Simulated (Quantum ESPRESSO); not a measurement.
# Voltage at the next charge: Na(100), 5 layers against an electrode

How the rows were computed: Quantum ESPRESSO 7.5, PBE, GBRV ultrasoft; ESM with bc3, a metal electrode 5.05 Å above the top atoms; cell area 17.893 Å²; ions fixed. V is the potential energy of an electron at the electrode over the slab's Fermi level, divided by e, so that it equals the work function at zero charge; positive charge removes electrons.

```
charge (e a cell)  V (V)
                0  2.603
           0.0268  3.445
           0.0537  4.349
```

One more run was made and is withheld. What is V at a charge of 0.1074 e, and what capacitance do the rows imply?

**Fit.** The last two rows give dV/dq = (4.349 − 3.445)/(0.0537 − 0.0268) = 33.6 V/e, so C = 1602/(17.893 × 33.6) = 2.66 µF/cm², an effective gap of 8.854/2.66 = 3.32 Å. At constant C, V = 4.349 + 33.6 × 0.0537 = 6.15 V.

**Check.** V = 6.293 V; the estimate misses by −0.14 V, 7.2 % of the step. Over the three intervals C goes 2.85, 2.66 and 2.47 µF/cm²: it falls as electrons leave, the surface charge drawing back towards the atoms.

**Limits.** Vacuum fills the gap; a dielectric or electrolyte would change C. The slab is thin.

[Logs are printed without paths, hosts, clocks, repeated set-up lines and the standing remarks that a program may print on its own settings, such as how far it seeks lower states.]
